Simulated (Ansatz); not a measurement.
Planning a run of Ansatz 0.2.0 on BaTiO3 (Barioperovskite). The input:

```yaml
crystal:
  lattice:
    - [3.9855, 0.0, 0.0]
    - [0.0, 2.8369, 2.84515]
    - [0.0, -2.8369, 2.84515]
  atoms:
    - { symbol: Ba, position: [0.0, 0.0, 0.0] }
    - { symbol: Ti, position: [0.5, 0.5124, 0.5124] }
    - { symbol: O, position: [0.0, 0.4874, 0.4874] }
    - { symbol: O, position: [0.5, 0.50524, 0.99184] }
    - { symbol: O, position: [0.5, 0.99184, 0.50524] }
kpoints:
  mp_grid: { grid: [6, 6, 6] }
hamiltonian:
  xc: lda
  pseudopotentials: { kind: paw, azcp: { folder: soft_1 }, xc_functional: pbe }
scf:
  occupations: { method: fixed }
gw:
  n_empty_bands: 146
  ecut_chi: 100
  qp_bands: [v2, c2]
  qp_kpoints: band_edges
  screening: { model: contour_deformation }
```

```sh
ansatz run input.yaml --threads 2 --pin off --max-ram 73728MiB --backend cuda --events-out ev --progress --plain --runs-dir out --devices 1 --max-vram 13GiB
```

Question: Estimate wall time and host memory on 1 × NVIDIA H100 80GB HBM3 (shared by 6 runs) with 2 threads of AMD EPYC 7R13 (Zen 3), shared host.

It took 51 s; on shared hardware allow 26 s to 1.7 min. Peak host memory was 1.5 GiB. The sizes that set the cost: 1249 plane waves a state, 52 irreducible k points, 166 bands summed, 147 plane waves in the screening and 9 SCF cycles.

The screening grows as filled bands × empty bands × pairs of k points, times the square of the screening basis for the matrix.

[Paths, hosts, dates, memory and timing lines, banners, echoed tables and standing remarks are left out of the program output.]

[Logs are printed without paths, hosts, clocks, repeated set-up lines and the standing remarks that a program may print on its own settings, such as how far it seeks lower states.]

[Runs of the session that timed out or met a known fault of the program may be left out.]

[Cells called generated may have been cut or substituted from an entry of the Crystallography Open Database or the Materials Project.]

[Hosts, paths, dates, database ids (printed as entryN), source tags and the programs' standing remarks are cut or masked in the printed files.]
